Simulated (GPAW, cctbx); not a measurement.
# Cd4TeS3: deformation density and structure factors from DFT

Question: by how much does bonding change the structure factors of Cd4TeS3?

The cell is our own: ordered zincblende alloy in the eight-atom cube, 1 of 4 S sites given to Te. All numbers below are calculated.

## 1. Relax the structure

The density hangs on the geometry, so cell and atoms are relaxed first, with the symmetry held. The cutoff is set higher than for the density because stress converges slowly with plane waves.

Settings: GPAW 26.7.0, PBE, 650 eV, 4×4×4 k-points, Fermi–Dirac width 0.02 eV, BFGS to 0.02 eV/Å.

```text
cell
1.0
     6.112500000    0.000000000    0.000000000
     0.000000000    6.112500000    0.000000000
     0.000000000    0.000000000    6.112500000
Te Cd S
1 4 3
Direct
0.000000000 0.000000000 0.000000000
0.250000000 0.250000000 0.250000000
0.250000000 0.750000000 0.750000000
0.750000000 0.250000000 0.750000000
0.750000000 0.750000000 0.250000000
0.000000000 0.500000000 0.500000000
0.500000000 0.000000000 0.500000000
0.500000000 0.500000000 0.000000000
```

```console
$ OMP_NUM_THREADS=1 mpirun -n 4 gpaw python run.py > gpaw.log
```

```text
BFGS:    0      -23.506726        1.343636
BFGS:    1      -23.601987        1.135628
BFGS:    2      -23.867491        0.168214
BFGS:    3      -23.874735        0.096070
...
BFGS:    6      -23.877484        0.051458
BFGS:    7      -23.878684        0.036039
BFGS:    8      -23.878960        0.012907
cell  6.0884 6.0884 6.0884  90.00 90.00 90.00
volume 225.684 A^3, largest force 0.007 eV/A, largest stress 0.01 GPa
```

After 8 steps the volume has changed by -1.2 % and the energy by -0.372 eV; the largest stress left is 0.01 GPa. It took 6.6 min on 4 cores of Arm Neoverse N1 (shared host), peak memory 1.2 GiB.

Relaxed structure: P-43m (no. 215), a = 6.0884 Å, b = 6.0884 Å, c = 6.0884 Å, α = 90.00°, β = 90.00°, γ = 90.00°.

| atom | mult. | x | y | z |
| --- | --- | --- | --- | --- |
| Te1 | 1 | 0 | 0 | 0 |
| Cd1 | 4 | 0.2640 | 0.2640 | 0.2640 |
| S1 | 3 | 0 | 1/2 | 1/2 |

## 2. The all-electron density

X-rays see the whole electron density, so the PAW density is rebuilt with its core regions. Subtracting spherical free atoms from the same code cancels the cores and leaves the deformation density Δρ, the part due to bonding.

Settings: PBE, 600 eV, 4×4×4 k-points, Fermi–Dirac width 0.02 eV; primitive cell of 8 atoms.

```console
$ OMP_NUM_THREADS=1 mpirun -n 4 gpaw python run.py > gpaw.log
```

```text
|iter:   1|       0s |  -25.722722 | -0.42 |       |
|iter:   2|       4s |  -25.318429 | -1.84 | -1.13 |
|iter:   3|       9s |  -23.908266 | -1.18 | -1.18 |
...
|iter:   7|      26s |  -23.874557c| -5.95 | -3.43 |
|iter:   8|      30s |  -23.874557c| -7.11 | -4.11c|
|iter:   9|      32s |  -23.874557c| -7.48c| -4.82c|
```

```text
grid (70, 70, 70)  electrons 292.000  moved by bonding 1.847 e
deformation density beyond 0.5 A of the nuclei: max 0.105, min -0.076 e/A^3
atom        x       y       z   Voronoi charge  moment
Te1    0.0000  0.0000  0.0000     -0.227       0.00
Cd2    0.2640  0.2640  0.2640      0.332       0.00
Cd3    0.2640  0.7360  0.7360      0.332       0.00
Cd4    0.7360  0.2640  0.7360      0.332       0.00
Cd5    0.7360  0.7360  0.2640      0.332       0.00
S 6    0.0000  0.5000  0.5000     -0.367       0.00
S 7    0.5000  0.0000  0.5000     -0.367       0.00
S 8    0.5000  0.5000  0.0000     -0.367       0.00
mean inner potential of superposed free atoms 13.206 V
total magnetic moment 0.000 muB
```

Deformation density in a plane through the shortest contact of the Cd atom at the origin, in 0.01 e/Å³ (clipped at ±99); x from -1.6 to 4.2 Å, y from 2.4 down to -2.4 Å:

```text
  7   .   .  -5   0   0   0   0   0   0   0   0   0   0   0  -1
  5  -2   .   2   2   1   0   0   0   0   0   0   0   0  -1  -1
  4   5   9   9   5   1  -1  -1   0   0   0   0   0   0   0  -1
  2   4   7   5   1  -2  -2  -1   0   1   1   2   2   1   0   0
  0   1  -1  -6  -7  -7  -4  -1   2   2  -1   1   4   3   1   0
 -1  -2  -6   3   .   2  -7   0   6   5  -4   .   0   1   1   0
 -2  -3  -4   .   .   .  -4   0   9   9   .   .   .  -1   1   0
 -1  -2  -6   0   .   1  -6   0   7   6   0   .   2   2   1   0
 -1  -1  -3  -7  -5  -5  -4   0   3   4   4   8  10   6   2   0
  0   0  -1  -2  -3  -3  -2  -1   1   2   4   6   6   2  -1  -2
  0   0   0  -1  -1  -1  -1  -1   0   0   1   0  -4  -7  -7  -5
  0   0   0   0  -1  -1  -1  -1  -1  -1  -2  -4  -4  10   1  -5
  0   0   0   0   0  -1  -1   0  -1  -1  -2  -5   0   .   .  -1
```

Atoms in or within 0.15 Å of the plane: Cd (0.0, 0.0), S (2.6, 0.0), S (-1.0, 2.4) Å. Dots mark points within about 0.45 Å of a nucleus; large values next to them are atomic features.

S gains most (-0.37 e) and Cd loses most (+0.33 e), as electronegativity suggests. Such charges fall far short of formal ones, since overlapping free atoms already put density on their neighbours. Along the shortest contact from the Cd atom at the map's origin, Cd–S at 2.59 Å, Δρ is +0.06 e/Å³ at the midpoint; the highest value on the line, +0.13, lies at the edge of the range, 0.5 Å from Cd, and is an atomic rather than a bond feature: a modest build-up. At the midpoints of other shortest contacts it is +0.07 (Te–Cd, 2.78 Å) e/Å³. Point values carry grid noise of about 0.01 e/Å³. The run needed 9 iterations, 52 s.

## 3. Structure factors

The Fourier components of Δρ, added to those of the free atoms, give the static X-ray structure factors; the Mott–Bethe relation turns them into the Fourier components V of the potential that fast electrons feel.

```text
static structure factors of the conventional cell: F in electrons, V (Mott-Bethe) in volts
   h  k  l      d  |F| table  |F| free   |F| DFT   change   |V| free  |V| DFT  change %
   0  1  0  6.0884    18.557    18.558    18.620    0.062     0.478    0.431     -9.8
   0  1  1  4.3051    34.796    34.817    34.698   -0.120     0.999    1.044      4.5
   1  1  1  3.5151   187.351   187.417   187.487    0.070     6.869    6.820     -0.7
   0  2  0  3.0442    81.453    81.327    80.580   -0.747     1.455    1.595      9.7
   0  2  1  2.7228    44.846    44.846    44.715   -0.132     1.160    1.180      1.7
   1  2  1  2.4856    39.778    39.764    39.642   -0.122     1.034    1.049      1.5
   0  2  2  2.1526   214.235   214.094   213.981   -0.113     6.782    6.792      0.2
   1  2  2  2.0295    17.179    17.197    17.201    0.004     0.284    0.283     -0.5
   0  3  0  2.0295    66.554    66.492    66.492   -0.001     1.624    1.624      0.0
   0  3  1  1.9253    25.214    25.217    25.187   -0.030     0.483    0.485      0.5
   1  3  1  1.8357   148.753   148.589   148.429   -0.160     4.198    4.211      0.3
   2  2  2  1.7576    65.432    65.174    65.615    0.441     1.138    1.111     -2.4
   0  3  2  1.6886     7.077     7.037     7.063    0.026     0.354    0.352     -0.4
   1  3  2  1.6272    37.019    36.988    37.055    0.067     0.790    0.786     -0.5
```

The largest X-ray change is -0.75 e on 020, 0.9 % of |F|. For electrons V goes as (Z − F)/g², so a change of F counts against Z − F, which is small at low angle and wherever the atoms' terms cancel: |V| of 010 moves by -9.8 % (0.48 to 0.43 V) against +0.3 % in |F|. The last three rows still change by up to 0.44 e; the table stops while the angles are still low. The tabulated Hartree–Fock atoms differ from the free DFT atoms by up to 0.26 e, so the choice of reference atom matters too.

## 4. Answer

Bonding moves 1.85 e in the primitive cell of Cd4TeS3 and changes the structure factors of the conventional cell in the table above by at most 0.75 e (020, 0.9 %). The shortest bond, Cd–S, has Δρ = +0.06 e/Å³ at its midpoint. Limits: static density, frozen cores, no spin–orbit coupling.

[Outputs are excerpts: Python notices, other lines and further rows are left out; steps that failed or that the build refused (PBEsol, TPSS) are not shown.]

[Logs are printed without paths, hosts, clocks, repeated set-up lines and the standing remarks that a program may print on its own settings, such as how far it seeks lower states.]
